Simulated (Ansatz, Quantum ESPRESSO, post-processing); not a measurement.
# From contact to tunnelling: vacuum gaps between two Pb(100) faces, part 4 of 4

How fast does transmission decay with width? The series: vacuum gaps between two Pb(100) faces.

Quantum ESPRESSO 7.5; plane-wave DFT, LDA, GBRV ultrasoft pseudopotentials; cross-check by Ansatz 0.2.0 with PAW datasets.

So far. Step 6 (Transmission with pwcond.x, 4.5 Å): T goes from 0.968 to 0.368, a factor of 2.6. Step 7 (Cross-check with Ansatz, 4.5 Å): Ansatz finds T = 0.370 against pwcond's 0.368.

### Step 9. Transmission with pwcond.x, 5.5 Å

Level of this step: transmission by pwcond, lead and junction from one cell; plane-wave DFT, LDA, GBRV ultrasoft pseudopotentials (Quantum ESPRESSO).

The input, j2.cond.in:

```
&inputcond
  outdir = './out'
  prefixt = 'j2.scf'
  tran_file = 'j2.cond.dat'
  bdl = 1.4142135624
  bds = 9.3245313710
  ikind = 1
  ewind = 4.0
  epsproj = 1e-05
  nz1 = 7
  energy0 = 0.4
  denergy = -0.4
/
15
  0.00000000 0.00000000 0.01562500
  0.00000000 0.12500000 0.06250000
  0.00000000 0.25000000 0.06250000
  0.00000000 0.37500000 0.06250000
  0.00000000 0.50000000 0.03125000
  0.12500000 0.12500000 0.06250000
  0.12500000 0.25000000 0.12500000
  0.12500000 0.37500000 0.12500000
  0.12500000 0.50000000 0.06250000
  0.25000000 0.25000000 0.06250000
  0.25000000 0.37500000 0.12500000
  0.25000000 0.50000000 0.06250000
  0.37500000 0.37500000 0.06250000
  0.37500000 0.50000000 0.06250000
  0.50000000 0.50000000 0.01562500
3
```

Command:

```
$ OMP_NUM_THREADS=1 mpirun -n 4 pwcond.x -in j2.cond.in > j2.cond.out
```

Numbers of over 12 decimals in the logs are rounded to 6 here.

The log of the run:

```text
[banner, memory and clock lines left out]
Program PWCOND v.7.5 starts
[citation notice left out]

[...]
./out/j2.scf.save/

[...]
negative rho (up, down):  1.873E-01 0.000E+00
     Reading collected, re-writing distributed wavefunctions

===== INPUT FILE containing all the regions =====

     GEOMETRY:

     lattice parameter (alat)  =       6.7213  a.u.
     the volume                =    2831.2784 (a.u.)^3
     the cross section         =      45.1756 (a.u.)^2
     l of the unit cell        =       9.3245 (alat)
[...]
-0.3821023  -0.0000167  -0.4000000
 Left moving states:
   k1(2pi/a)   k2(2pi/a)   E-Ef (eV)
   0.3821023  -0.0000167  -0.4000000
   0.3821023  -0.0000167  -0.4000000

 to transmit
 Band j to band i transmissions and reflections:
    j         i     |T_ij|^2    |R_ij|^2

    1 -->     1     0.00170     0.32040
    1 -->     2     0.00000     0.67790
   Total T_j, R_j =    0.00170  0.99830

    2 -->     1     0.00000     0.67790
    2 -->     2     0.00170     0.32040
   Total T_j, R_j =    0.00170  0.99830

E-Ef(ev), T(x2 spins) =   -0.4000000   0.0067894
   T_tot     0.40000      0.35077E+00
   T_tot     0.00000      0.16861E+00
   T_tot    -0.40000      0.15146E+00

[...]
```

The job ended after 88 s (4 MPI ranks of Arm Neoverse V1, shared host; peak memory 0.28 GiB; 5.9 min of CPU time).

Numbers from this step:

```
transmission at the Fermi level, one spin : 0.08430
conductance                               : 0.08430 G₀
```

Per spin; mean over the k mesh across the current. The transmission, zone mean by energy, zero at the Fermi level:

```
energy (eV)  transmission, zone mean
     -0.400                   0.0757
      0.000                   0.0843
      0.400                    0.175
```

At 0.000 eV; k in fractions of b1, b2. Transmission by k point:

```
   k1     k2   weight         t  channels
    0      0  0.01562    0.2333         1
    0  0.125   0.0625    0.2025         1
    0   0.25   0.0625    0.1187         2
    0  0.375   0.0625   0.07817         2
    0    0.5  0.03125         0         0
0.125  0.125   0.0625    0.2057         1
0.125   0.25    0.125    0.1383         2
0.125  0.375    0.125   0.07772         2
0.125    0.5   0.0625         0         0
 0.25   0.25   0.0625    0.0819         2
 0.25  0.375    0.125   0.06415         2
 0.25    0.5   0.0625         0         0
0.375  0.375   0.0625   0.02916         2
0.375    0.5   0.0625   0.01298         2
  0.5    0.5  0.01562  0.004526         2
```

T goes from 0.368 to 0.0843, a factor of 4.4.

### Step 10. Cross-check with Ansatz, 5.5 Å

Level of this step: plane-wave DFT, LDA, Ansatz PAW (Ansatz 0.2.0).

The input, input.yaml:

```yaml
crystal:
  lattice:
    - [3.5567471094, 0.0, 0.0]
    - [0.0, 3.5567471094, 0.0]
    - [0.0, 0.0, 33.165]
  atoms:
    - { symbol: Pb, position: [0.0, 0.0, 0.0] }
    - { symbol: Pb, position: [0.5, 0.5, 0.0758329564] }
    - { symbol: Pb, position: [0.0, 0.0, 0.1516659129] }
    - { symbol: Pb, position: [0.5, 0.5, 0.2274988693] }
    - { symbol: Pb, position: [0.0, 0.0, 0.3033318257] }
    - { symbol: Pb, position: [0.5, 0.5, 0.3791647822] }
    - { symbol: Pb, position: [0.0, 0.0, 0.5450022614] }
    - { symbol: Pb, position: [0.5, 0.5, 0.6208352178] }
    - { symbol: Pb, position: [0.0, 0.0, 0.6966681743] }
    - { symbol: Pb, position: [0.5, 0.5, 0.7725011307] }
    - { symbol: Pb, position: [0.0, 0.0, 0.8483340871] }
    - { symbol: Pb, position: [0.5, 0.5, 0.9241670436] }
kpoints:
  mp_grid: { grid: [7, 7, 1] }
hamiltonian:
  xc: lda
scf:
  occupations: { method: fermi_dirac, width: 0.1 }
  convergence: { dr2_threshold: 1.0e-08 }
output:
  transmission: { leads: [[0, 2]], e_range: [-0.4, 0.4], de: 0.4, kmesh: [8, 8] }
  write_potential: true
  write_density: true
  volumetric_format: npy
```

Command:

```
$ ansatz run input.yaml --threads 4 --pin off --max-ram 8192MiB --backend cpu --events-out ev --progress --plain --runs-dir out
```

The log of the run:

```text
[...]
Crystal: 12 atoms, lattice volume = 419.552 Å³
Basis set: ecut = 420 eV, 8139 PW (Γ)
Bands: 101, of which v1, the nominal top of the filled ones, is band 84 counted from 1 (83 counted from 0)
Symmetry: 16 space group operations
[...]
k-points: 10 of 49
[...]
k-point 9: bands = [... 80 lower, 6.8447, 6.8657, 7.0511, 7.3056, 7.3354, 7.6429, 7.8544, 8.0306, ... 13 higher]
--- Transmission ---
  basis      : 109 plane waves across, 42 finite elements along
  points     : 15, standing for a mesh of 8 x 8
[...]
channels       : 1.546875e0 a spin
[...]
slowest decay  : 0.0729 /Å at (0.5000, 0.0000)
  junction   : crystal 0 to crystal 0, -0.56 to 27.58 Å
    transmission   : 8.457599e-2 a spin
[...]
[key lines of the parts left out:]
SCF converged after 8 iterations
Free energy (F): -139227.088687 eV
Fermi energy:    8.673230 eV
```

It took 26 s on 4 threads; peak memory 1.2 GiB.

Read from the output:

| Item | Value |
| --- | --- |
| free energy | -139227.0887 eV |
| energy at zero smearing | -139226.9678 eV |
| smearing term TS | 0.2418 eV |
| Fermi energy | 8.673 eV |
| transmission at the Fermi level, one spin | 0.08458 |
| step of the lead's Hamiltonian over a period | 52.8 meV |

Per spin; mean over the k mesh across the current. The transmission, zone mean by energy, zero at the Fermi level:

```
energy (eV)  transmission, zone mean
     -0.400                   0.0758
      0.000                   0.0846
      0.400                    0.172
```

Ansatz finds T = 0.0846 against pwcond's 0.0843.

### Step 11. Ground state, 6.5 Å

Level of this step: plane-wave DFT, LDA, GBRV ultrasoft pseudopotentials (Quantum ESPRESSO 7.5).

The input, j3.scf.in:

```
&control
  prefix = 'j3.scf'
  outdir = './out'
  pseudo_dir = './pseudo'
  calculation = 'scf'
  tprnfor = .true.
/
&system
  ibrav = 0
  nat = 12
  ntyp = 1
  ecutwfc = 40
  ecutrho = 200
  occupations = 'smearing'
  smearing = 'mv'
  degauss = 0.01
/
&electrons
  conv_thr = 1e-07
  mixing_beta = 0.25
  electron_maxstep = 120
  mixing_mode = 'local-TF'
/
ATOMIC_SPECIES
  Pb  207.2000  pb_lda_v1.uspp.F.UPF
CELL_PARAMETERS angstrom
  3.55674710936833 0.00000000000000 0.00000000000000
  0.00000000000000 3.55674710936833 0.00000000000000
  0.00000000000000 0.00000000000000 34.16500000000000
ATOMIC_POSITIONS crystal
  Pb  0.000000000000 0.000000000000 0.000000000000
  Pb  0.500000000000 0.500000000000 0.073613346993
  Pb  0.000000000000 0.000000000000 0.147226693985
  Pb  0.500000000000 0.500000000000 0.220840040978
  Pb  0.000000000000 0.000000000000 0.294453387970
  Pb  0.500000000000 0.500000000000 0.368066734963
  Pb  0.000000000000 0.000000000000 0.558319918045
  Pb  0.500000000000 0.500000000000 0.631933265037
  Pb  0.000000000000 0.000000000000 0.705546612030
  Pb  0.500000000000 0.500000000000 0.779159959022
  Pb  0.000000000000 0.000000000000 0.852773306015
  Pb  0.500000000000 0.500000000000 0.926386653007
K_POINTS automatic
  7 7 1 0 0 0
```

Command:

```
$ OMP_NUM_THREADS=1 mpirun -n 4 pw.x -nk 2 -in j3.scf.in > j3.scf.out
```

The log of the run:

```text
[banner, memory and clock lines left out]
Program PWSCF v.7.5 starts
[...]
Message from routine setup:
[...]
number of electrons       =       168.00
     number of Kohn-Sham states=          101
     kinetic-energy cutoff     =      40.0000  Ry
     charge density cutoff     =     200.0000  Ry
[...]
number of k points=    10  Marzari-Vanderbilt smearing, width (Ry)=  0.0100
[...]
Dense  grid:   139175 G-vectors     FFT dimensions: (  32,  32, 300)
[...]
negative rho (up, down):  1.845E-01 0.000E+00
     Starting wfcs are  108 randomized atomic wfcs
[...]
negative rho (up, down):  1.839E-01 0.000E+00
[...]
estimated scf accuracy    <       0.23720218 Ry
[...]
negative rho (up, down):  1.820E-01 0.000E+00
[...]
estimated scf accuracy    <       0.17271404 Ry
[...]
negative rho (up, down):  1.842E-01 0.000E+00
[...]
estimated scf accuracy    <       0.00219035 Ry
[...]
negative rho (up, down):  1.873E-01 0.000E+00
[...]
estimated scf accuracy    <       0.00217634 Ry
[...]
negative rho (up, down):  1.874E-01 0.000E+00
[...]
estimated scf accuracy    <       0.00024986 Ry
[...]
negative rho (up, down):  1.866E-01 0.000E+00
[...]
estimated scf accuracy    <       0.00025904 Ry
[...]
negative rho (up, down):  1.867E-01 0.000E+00
[...]
estimated scf accuracy    <       0.00004010 Ry
[...]
negative rho (up, down):  1.871E-01 0.000E+00
[...]
estimated scf accuracy    <       0.00000487 Ry
[...]
negative rho (up, down):  1.871E-01 0.000E+00
[...]
estimated scf accuracy    <       0.00000034 Ry
[...]
negative rho (up, down):  1.871E-01 0.000E+00
[...]
the Fermi energy is     8.5554 ev
!    total energy              =   -1968.25677233 Ry
     estimated scf accuracy    <       0.00000006 Ry
     smearing contrib. (-TS)   =      -0.00029229 Ry
     internal energy E=F+TS    =   -1968.25648004 Ry
[...]
one-electron contribution =   -1594.93110225 Ry
     hartree contribution      =     910.78785233 Ry
     xc contribution           =    -756.88849404 Ry
     ewald contribution        =    -527.22473608 Ry
     convergence has been achieved in  10 iterations
     negative rho (up, down):  1.871E-01 0.000E+00
[...]
Total force =     0.032637     Total SCF correction =     0.001127
[...]
```

It took 2.2 min on 4 MPI ranks; peak memory 0.85 GiB; 8.7 min of CPU time.

This step gave:

| Quantity | Value |
| --- | --- |
| free energy | -26779.4976 eV |
| Fermi energy | 8.555 eV |

### Step 12. The open system, 6.5 Å

j3.cond.in is the input of step 9 with these lines changed:

```diff
@@ -2,6 +2,6 @@
   outdir = './out'
-  prefixt = 'j2.scf'
-  tran_file = 'j2.cond.dat'
+  prefixt = 'j3.scf'
+  tran_file = 'j3.cond.dat'
   bdl = 1.4142135624
-  bds = 9.3245313710
+  bds = 9.6056871488
   ikind = 1
```

Command:

```
$ OMP_NUM_THREADS=1 mpirun -n 4 pwcond.x -in j3.cond.in > j3.cond.out
```

The log of the run:

```text
[banner, memory and clock lines left out]
Program PWCOND v.7.5 starts
[citation notice left out]

[...]
./out/j3.scf.save/

[...]
negative rho (up, down):  1.871E-01 0.000E+00
     Reading collected, re-writing distributed wavefunctions

===== INPUT FILE containing all the regions =====

     GEOMETRY:

     lattice parameter (alat)  =       6.7213  a.u.
     the volume                =    2916.6479 (a.u.)^3
     the cross section         =      45.1756 (a.u.)^2
     l of the unit cell        =       9.6057 (alat)
[...]
-0.3810856  -0.0000126  -0.4000000
 Left moving states:
   k1(2pi/a)   k2(2pi/a)   E-Ef (eV)
   0.3810856  -0.0000126  -0.4000000
   0.3810856  -0.0000126  -0.4000000

 to transmit
 Band j to band i transmissions and reflections:
    j         i     |T_ij|^2    |R_ij|^2

    1 -->     1     0.00009     0.00273
    1 -->     2     0.00000     0.99719
   Total T_j, R_j =    0.00009  0.99991

    2 -->     1     0.00000     0.99719
    2 -->     2     0.00009     0.00273
   Total T_j, R_j =    0.00009  0.99991

E-Ef(ev), T(x2 spins) =   -0.4000000   0.0003440
   T_tot     0.40000      0.68733E-01
   T_tot     0.00000      0.29961E-01
   T_tot    -0.40000      0.25073E-01

[...]
```

Elapsed: 1.7 min, on 4 MPI ranks; peak memory 0.38 GiB; 6.8 min of CPU time.

Numbers from this step:

* transmission at the Fermi level, one spin: 0.01498
* conductance: 0.01498 G₀

Per spin; mean over the k mesh across the current. The transmission, zone mean by energy, zero at the Fermi level:

```
energy (eV)  transmission, zone mean
     -0.400                   0.0125
      0.000                   0.0150
      0.400                   0.0344
```

T goes from 0.0843 to 0.0150, a factor of 5.6.

### Step 13. Cross-check with Ansatz, 6.5 Å

Level of this step: plane-wave DFT, LDA, Ansatz PAW (Ansatz 0.2.0).

The input, input.yaml:

```yaml
crystal:
  lattice:
    - [3.5567471094, 0.0, 0.0]
    - [0.0, 3.5567471094, 0.0]
    - [0.0, 0.0, 34.165]
  atoms:
    - { symbol: Pb, position: [0.0, 0.0, 0.0] }
    - { symbol: Pb, position: [0.5, 0.5, 0.073613347] }
    - { symbol: Pb, position: [0.0, 0.0, 0.147226694] }
    - { symbol: Pb, position: [0.5, 0.5, 0.220840041] }
    - { symbol: Pb, position: [0.0, 0.0, 0.294453388] }
    - { symbol: Pb, position: [0.5, 0.5, 0.368066735] }
    - { symbol: Pb, position: [0.0, 0.0, 0.558319918] }
    - { symbol: Pb, position: [0.5, 0.5, 0.631933265] }
    - { symbol: Pb, position: [0.0, 0.0, 0.705546612] }
    - { symbol: Pb, position: [0.5, 0.5, 0.779159959] }
    - { symbol: Pb, position: [0.0, 0.0, 0.852773306] }
    - { symbol: Pb, position: [0.5, 0.5, 0.926386653] }
kpoints:
  mp_grid: { grid: [7, 7, 1] }
hamiltonian:
  xc: lda
scf:
  occupations: { method: fermi_dirac, width: 0.1 }
  convergence: { dr2_threshold: 1.0e-08 }
output:
  transmission: { leads: [[0, 2]], e_range: [-0.4, 0.4], de: 0.4, kmesh: [8, 8] }
  write_potential: true
  write_density: true
  volumetric_format: npy
  elf: true
```

Command:

```
$ ansatz run input.yaml --threads 4 --pin off --max-ram 8192MiB --backend cpu --events-out ev --progress --plain --runs-dir out
```

The log of the run:

```text
[...]
Crystal: 12 atoms, lattice volume = 432.203 Å³
Basis set: ecut = 420 eV, 8423 PW (Γ)
Bands: 101, of which v1, the nominal top of the filled ones, is band 84 counted from 1 (83 counted from 0)
Symmetry: 16 space group operations
[...]
k-points: 10 of 49
[...]
k-point 9: bands = [... 80 lower, 6.4788, 6.5019, 6.6835, 6.9396, 6.9643, 7.2717, 7.4910, 7.6708, ... 13 higher]
--- Transmission ---
  basis      : 109 plane waves across, 43 finite elements along
  points     : 15, standing for a mesh of 8 x 8
[...]
channels       : 1.546875e0 a spin
[...]
slowest decay  : 0.0726 /Å at (0.5000, 0.0000)
  junction   : crystal 0 to crystal 0, -0.56 to 28.58 Å
    transmission   : 1.505114e-2 a spin
[...]
[key lines of the parts left out:]
SCF converged after 8 iterations
Free energy (F): -139227.057497 eV
Fermi energy:    8.311319 eV
```

Wall time 26 s (4 threads); peak memory 1.3 GiB; 97 s of CPU time.

Read from the output:

```
free energy                                  : -139227.0575 eV
energy at zero smearing                      : -139226.9372 eV
smearing term TS                             : 0.2406 eV
Fermi energy                                 : 8.311 eV
transmission at the Fermi level, one spin    : 0.01505
step of the lead's Hamiltonian over a period : 56.4 meV
```

Per spin; mean over the k mesh across the current. The transmission, zone mean by energy, zero at the Fermi level:

```
energy (eV)  transmission, zone mean
     -0.400                   0.0125
      0.000                   0.0151
      0.400                   0.0334
```

Ansatz finds T = 0.0151 against pwcond's 0.0150.

### Step 14. The series side by side

All levels:

```
level  T by pwcond  T by Ansatz  lead channels  CPU time (s)
3.5 Å       0.9677       0.9759          1.547         737.8
4.5 Å       0.3684       0.3701          1.547         939.5
5.5 Å       0.0843      0.08458          1.547         838.5
6.5 Å      0.01498      0.01505          1.547         926.7
```

### Step 15. A check by hand

For the narrowest barrier, the Landauer sum over the mesh, Σ w T = 0.1250 × 1.24 + 0.1250 × 1.19 + 0.1250 × 1.14 + … = 0.9677.

G = 0.968 × 77.48 µS = 75 µS a cell. Times the area of 12.650 Å², the resistance-area product is A/G = 1.69 fΩ m², the leads' contact resistance included.

Free electrons at 4 an atom (2 atoms in 63.6 Å³) have k_F = 1.550 1/Å and offer A k_F²/4π = 2.42 channels per spin; the lead has 1.55 on this mesh.

κ = ln(T₁/T₂)/(2Δd) = ln(0.0843/0.01498)/(2 × 1 Å) = 0.86 1/Å.

### Step 16. Outcome

```yaml
conductance_a_cell_at_3p5_a: 0.968 G₀
conductance_a_cell_at_4p5_a: 0.368 G₀
conductance_a_cell_at_5p5_a: 0.0843 G₀
conductance_a_cell_at_6p5_a: 0.0150 G₀
fall_of_ln_t_per_a_over_the_last_interval: 1.73
```

What this shows: The conductance goes from 0.968 G₀ at 3.5 Å to 0.0150 G₀ at 6.5 Å (LDA, GBRV ultrasoft). Interval by interval ln T falls by 0.97, 1.47 and 1.73 per Å. The last interval gives κ = 0.86 1/Å in T ∝ exp(−2κd), an apparent barrier of (κ/0.512)² = 2.8 eV. Ansatz follows the series within a factor of 1.01. Points with over 2.5 times the mean carry up to 44 % of T, so the means lean on few points, and the mesh was not tested. The geometries are as built, not relaxed, and the leads are short. Semilocal functionals lack the image potential in a vacuum gap. Spin-orbit coupling is left out; depending on the atoms that carry the levels of interest, it can split and shift them by tenths of an eV to an eV or more.

[Logs are printed without paths, hosts, clocks, repeated set-up lines and the standing remarks that a program may print on its own settings, such as how far it seeks lower states.]

[Hosts, paths, dates, database ids (printed as entryN), source tags and the programs' standing remarks are cut or masked in the printed files.]

[Maps of the electrostatic potential energy from Ansatz leave out the sawtooth potential of an applied field or a dipole correction, so their vacuum need not be flat; planar profiles and work functions include it.]
